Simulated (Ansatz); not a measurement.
Computed results, one entry a study.

```xyz
16
Lattice="4.250 0.000 0.000 -2.121 7.009 0.000 -2.113 -0.696 19.770" Properties=species:S:1:pos:R:3 pbc="T T T" subject="Quasiparticle gap of BiBr (P-1)" method="DFT, LDA, plane waves, PAW (and 1 further level or step)" program="Ansatz 0.2.0" settings_of_one_run="cutoff 420 eV, 6×4×2 k-mesh, smearing width 0.02 eV, default PAW, PAW set soft 2" cost="2 runs, 7.2 min in all on 1 × NVIDIA GB200 (shared by 2 runs) with 16 threads of Arm Neoverse V2, shared host (the runs of this entry)" notes="The cell and positions are those that the Materials Project relaxed with its own functionals (PBE, PBE+U or r2SCAN), kept fixed. Limits: no spin-orbit coupling. For the G0W0 step: the program’s warnings for this run: eigensolver not converged; metallic iterate. The program marks 18 of the 144 corrected levels as in doubt (Σc rises), among them the conduction bottom." lda_gap_over_mesh_and_path="0.551 eV, direct, at k = (0.000, -0.500, 0.500)" g0w0_lda_gap_over_18_of_28_irreducible_mesh_points="1.156 eV, direct, at k = (0.000, -0.500, -0.500)" gw_settings="6×4×2 mesh, 783 empty bands, screening to 70 eV, hard PAW files" known_limits="finite bands, screening cutoff and k mesh; no spin-orbit coupling in G0W0"
Bi    0.001    2.437    0.068
Bi    0.016    3.876   19.702
Bi    0.010    5.593    9.823
Bi   -2.119    1.274   16.814
Bi    2.136    5.039    2.956
Bi    0.008    0.720    9.948
Bi    0.000    5.169   12.856
Bi    0.017    1.144    6.914
Br    0.007    3.141    3.643
Br   -2.124    3.242   12.309
Br    2.130   -0.070    2.289
Br   -2.113    6.383   17.481
Br    2.141    3.071    7.462
Br   -0.005    0.065   13.529
Br    0.022    6.248    6.241
Br    0.010    3.172   16.127
```

[Paths, hosts, dates, memory and timing lines, banners, echoed tables and standing remarks are left out of the program output.]

[Logs are printed without paths, hosts, clocks, repeated set-up lines and the standing remarks that a program may print on its own settings, such as how far it seeks lower states.]

[Runs of the session that timed out or met a known fault of the program may be left out.]

[Cells called generated may have been cut or substituted from an entry of the Crystallography Open Database or the Materials Project.]

[Hosts, paths, dates, database ids (printed as entryN), source tags and the programs' standing remarks are cut or masked in the printed files.]
